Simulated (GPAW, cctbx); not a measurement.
# How far are the atoms of CaZn2I6 from free atoms?

Question: by how much does bonding change the X-ray structure factors of CaZn2I6, how firmly does DFT give the change, and what does a routine refinement make of it?

The cell comes from substitution in a known structure type and wasn't matched to any measured phase. All numbers below are calculated.

## Step 1: Relax the structure

The density hangs on the geometry, so cell and atoms are relaxed first, with the symmetry held. The cutoff is set higher than for the density because stress converges slowly with plane waves.

Settings: GPAW 26.7.0, PBE, 570 eV, 2×2×2 k-points, Fermi–Dirac width 0.05 eV, BFGS to 0.03 eV/Å.

```text
cell
1.0
     0.000000000    0.000000000    7.343000000
     8.022000000    0.000000000    0.000000000
    -4.011000000    6.947255789    0.000000000
I Zn Ca
6 2 1
Direct
0.755700000 0.671200000 0.000000000
0.244300000 0.328800000 0.000000000
0.244300000 0.671200000 0.671200000
0.755700000 0.328800000 0.328800000
0.244300000 0.000000000 0.328800000
0.755700000 0.000000000 0.671200000
0.500000000 0.666666667 0.333333333
0.500000000 0.333333333 0.666666667
0.000000000 0.000000000 0.000000000
```

```console
$ OMP_NUM_THREADS=1 mpirun -n 4 gpaw python run.py > gpaw.log
```

```text
BFGS:    0      -18.318539        1.003308
BFGS:    1      -18.427348        0.995930
BFGS:    2      -19.425288        0.948972
BFGS:    3      -20.057465        0.751551
...
BFGS:   12      -20.510140        0.040177
BFGS:   13      -20.510403        0.035204
BFGS:   14      -20.510754        0.025784
cell  6.8980 7.3510 7.3510  120.00 90.00 90.00
volume 322.814 A^3, largest force 0.012 eV/A, largest stress 0.12 GPa
```

The cell moved far, while the k-mesh and basis were chosen for the start, so the final shape may be somewhat biased.

After 14 steps the volume has changed by -21.1 % and the energy by -2.192 eV; the largest stress left is 0.12 GPa. It took 5.6 min on 4 cores of Arm Neoverse V1 (shared host), peak memory 1.8 GiB.

Relaxed structure: P-31m (no. 162), a = 7.3510 Å, b = 7.3510 Å, c = 6.8980 Å, α = 90.00°, β = 90.00°, γ = 120.00°.

```
atom  mult.       x    y       z
  I1      6  0.6431    0  0.7356
 Zn1      2     2/3  1/3     1/2
 Ca1      1       0    0       0
```

## Step 2: Density and charge transfer

X-rays see the whole electron density, so the PAW density is rebuilt with its core regions. Subtracting spherical free atoms from the same code cancels the cores and leaves the deformation density Δρ, the part due to bonding.

Settings: PBE, 450 eV, 3×3×3 k-points, Fermi–Dirac width 0.05 eV; primitive cell of 9 atoms.

```console
$ OMP_NUM_THREADS=1 mpirun -n 4 gpaw python run.py > gpaw.log
```

```text
|iter:   1|       0s |  -20.809645 | +0.59 |       |
|iter:   2|       2s |  -20.952682 | +0.04 | -1.30 |
|iter:   3|       3s |  -20.537364 | -0.61 | -1.37 |
...
|iter:  18|      26s |  -20.503391c| -6.81 | -6.28c|
|iter:  19|      28s |  -20.503391c| -7.24 | -6.72c|
|iter:  20|      28s |  -20.503391c| -8.45c| -6.68c|
```

```text
grid (70, 72, 72)  electrons 398.000  moved by bonding 1.483 e
deformation density beyond 0.5 A of the nuclei: max 0.078, min -0.072 e/A^3
atom        x       y       z   Voronoi charge  moment
I 1    0.7356  0.6431  0.0000     -0.126       0.00
I 2    0.2644  0.3569  0.0000     -0.126       0.00
I 3    0.2644  0.6431  0.6431     -0.126       0.00
I 4    0.7356  0.3569  0.3569     -0.126       0.00
I 5    0.2644  0.0000  0.3569     -0.126       0.00
I 6    0.7356  0.0000  0.6431     -0.126       0.00
Zn7    0.5000  0.6667  0.3333      0.272       0.00
Zn8    0.5000  0.3333  0.6667      0.272       0.00
Ca9    0.0000  0.0000  0.0000      0.214       0.00
mean inner potential of superposed free atoms 12.791 V
total magnetic moment 0.000 muB
```

Deformation density in a plane through the shortest contact of the I atom at the origin, in 0.01 e/Å³ (clipped at ±99); x from -1.6 to 4.5 Å, y from 2.4 down to -2.4 Å:

```text
  3  -3  -6   1  -3  -7  -1   3   1  -2   0  -1  -2  -2  -1   0
  1  -2  -4  -5  -5  -3  -1   1   0  -1   1   2   1   0   0   0
  0   0   0   2   2   1   0   0   0   1   4   5   3   1   0   0
  0   0   2   5   5   2   0   0   0   0   1   1   0   0   0   1
  0   0   0   1   0  -1  -1   1   0  -2  -5  -6  -6  -3   0   2
 -1  -1  -2  -1   .  -2   0   3   1  -5  -4   .  -3  -6   1   4
  0  -1  -1   .   .   .   1   5   2  -6   .   .   .  -6   1   5
  0   1   1  -1   .  -1   1   4   1  -5  -4   .  -3  -6   0   3
  0   2   3   1  -1  -2   0   1   0  -3  -6  -6  -6  -3   0   1
 -1   1   2   2   0  -1  -1   0   0   0   1   1   1   0   0   0
 -2  -1   0   0   0  -1   0   0   0   1   3   5   4   2   1   0
 -2  -2  -1  -1  -1   0   0   0   1   2   2   2   2   2   1   0
 -2  -2  -1  -1  -1   0   0   0   1   2   0  -1  -1   1   1   0
```

Atoms in or within 0.15 Å of the plane: I (0.0, 0.0), Zn (2.9, 0.0) Å. Dots mark points within about 0.45 Å of a nucleus; large values next to them are atomic features.

I gains most (-0.13 e) and Zn loses most (+0.27 e); I is the most electronegative element, but the order of the others doesn't follow electronegativity. Such charges fall far short of formal ones, since overlapping free atoms already put density on their neighbours. Along the shortest contact from the I atom at the map's origin, I–Zn at 2.87 Å, Δρ is +0.04 e/Å³ at the midpoint and highest, +0.05, 1.28 Å from I (points within 0.5 Å of a nucleus left out): little piles up between the atoms. At the midpoints of other shortest contacts it is +0.03 (I–Ca, 3.19 Å) e/Å³. Point values carry grid noise of about 0.01 e/Å³. The run needed 20 iterations, 37 s.

## Step 3: From the density to structure factors

The Fourier components of Δρ, added to those of the free atoms, give the static X-ray structure factors; the Mott–Bethe relation turns them into the Fourier components V of the potential that fast electrons feel.

```text
static structure factors of the conventional cell: F in electrons, V (Mott-Bethe) in volts
   h  k  l      d  |F| table  |F| free   |F| DFT   change   |V| free  |V| DFT  change %
   0  0  1  6.8980    66.814    66.796    66.636   -0.160     1.268    1.376      8.5
   1  0  0  6.3662    35.220    35.182    35.061   -0.122     0.422    0.492     16.6
   1  0  1  4.6783    46.933    47.008    46.818   -0.190     1.656    1.715      3.6
   1  1  0  3.6755    67.835    67.861    68.298    0.436     1.529    1.445     -5.5
   0  0  2  3.4490   203.360   203.486   204.045    0.559     4.956    4.862     -1.9
   1  1  1  3.2438   254.046   254.130   254.160    0.030     5.968    5.964     -0.1
   1  1 -1  3.2438   205.481   205.656   206.317    0.661     5.457    5.358     -1.8
   2  0  0  3.1831    39.284    39.342    39.630    0.288     1.270    1.229     -3.3
   1  0  2  3.0325    11.214    11.262    11.411    0.149     0.553    0.533     -3.5
   2  0  1  2.8902    35.956    35.923    35.994    0.070     1.048    1.039     -0.8
   1  1  2  2.5151   224.362   224.330   224.172   -0.158     5.148    5.162      0.3
   1  1 -2  2.5151   146.969   146.882   146.757   -0.125     3.419    3.430      0.3
   2  1  0  2.4062     5.291     5.202     5.210    0.008     0.086    0.087      0.8
   2  0  2  2.3391    54.631    54.569    54.479   -0.089     0.983    0.990      0.7
```

The largest X-ray change is +0.66 e on 1 1 -1, 0.3 % of |F|. For electrons V goes as (Z − F)/g², so a change of F counts against Z − F, which is small at low angle and wherever the atoms' terms cancel: |V| of 100 moves by +16.6 % (0.42 to 0.49 V) against -0.3 % in |F|. The tabulated Hartree–Fock atoms differ from the free DFT atoms by up to 0.18 e, so the choice of reference atom matters too.

## Step 4: Which functional?

The same geometry is run with other functionals, to see whether the bonding signal is larger than the spread between approximations. Free atoms are LDA for LDA and PBE otherwise; meta-GGAs and hybrids keep PBE cores. Any other changed setting is in the row's label.

```csv
run,ΔF 1 1 -1 (e),ΔF 002 (e),ΔF 110 (e),q(I) (e),moved (e),time
PBE,+0.661,+0.559,+0.436,-0.126,1.483,37 s
LDA,+0.575,+0.468,+0.393,-0.117,1.364,32 s
r2SCAN,+0.664,+0.605,+0.490,-0.155,1.709,81 s
```

At the base's settings ΔF(1 1 -1) spans +0.575 to +0.664 e, a spread of 13 % of the PBE value; over the three listed reflections the spread is at most 25 %, so sign and size hold across the functionals. Times are from shared hosts.

## Step 5: Refining ordinary atoms against data with bonding

Routine crystallography fits spherical atoms. To see the bias, intensities are simulated from tabulated atoms plus the DFT change ΔF, so that bonding alone can misfit (21130 reflections of the full sphere, merged to the counts below, to 0.4 Å, 1.5 % proportional noise plus counting noise, assumed isotropic U as listed, Δρ smeared by the mean U) and refined with cctbx over different ranges.

| range | data | R1 | GooF | U I1 (true 0.0042) | U Zn1 (true 0.0052) | U Ca1 (true 0.006) | largest shift (Å) | Δρ max, min (e/Å³) |
| --- | --- | --- | --- | --- | --- | --- | --- | --- |
| all data | 1900 | 0.0053 | 0.98 | 0.0042 | 0.0052 | 0.0060 | 0.0000 | 0.48, -0.47 |
| low resolution, d > 0.84 | 223 | 0.0039 | 1.06 | 0.0042 | 0.0050 | 0.0061 | 0.0000 | 0.18, -0.19 |
| high order, d < 0.75 | 1590 | 0.0059 | 0.97 | 0.0042 | 0.0052 | 0.0060 | 0.0000 | 0.43, -0.39 |
| occupancies free, d > 0.7 | 384 | 0.0037 | 0.97 | 0.0042 | 0.0052 | 0.0060 | 0.0001 | 0.19, -0.22 |

With all data GooF is 0.98, so at this noise the bonding hardly shows; the top residual peak lies 1.77 Å from I and 2.60 Å from I. No U is off by more than 3 s.u. at low resolution. With I1 held at 1 and the scale free, the other occupancies refine to Zn1 1.002(0.001) and Ca1 0.999(0.003), within three s.u. of full.

## Step 6: Answer

Bonding moves 1.48 e in the primitive cell of CaZn2I6 and changes the structure factors of the conventional cell in the table above by at most 0.66 e (1 1 -1, 0.3 %), and among reflections above 2 % of the strongest by up to 1.3 % (102). The shortest bond, I–Zn, has Δρ = +0.04 e/Å³ at its midpoint. At the base's settings ΔF(1 1 -1) spans +0.575 to +0.664 e, a spread of 13 % of the PBE value; over the three listed reflections the spread is at most 25 %, so sign and size hold across the functionals. With all data GooF is 0.98, so at this noise the bonding hardly shows. Limits: static density, frozen cores, no spin–orbit coupling.

[Outputs are excerpts: Python notices, other lines and further rows are left out; steps that failed or that the build refused (PBEsol, TPSS) are not shown.]

[Logs are printed without paths, hosts, clocks, repeated set-up lines and the standing remarks that a program may print on its own settings, such as how far it seeks lower states.]
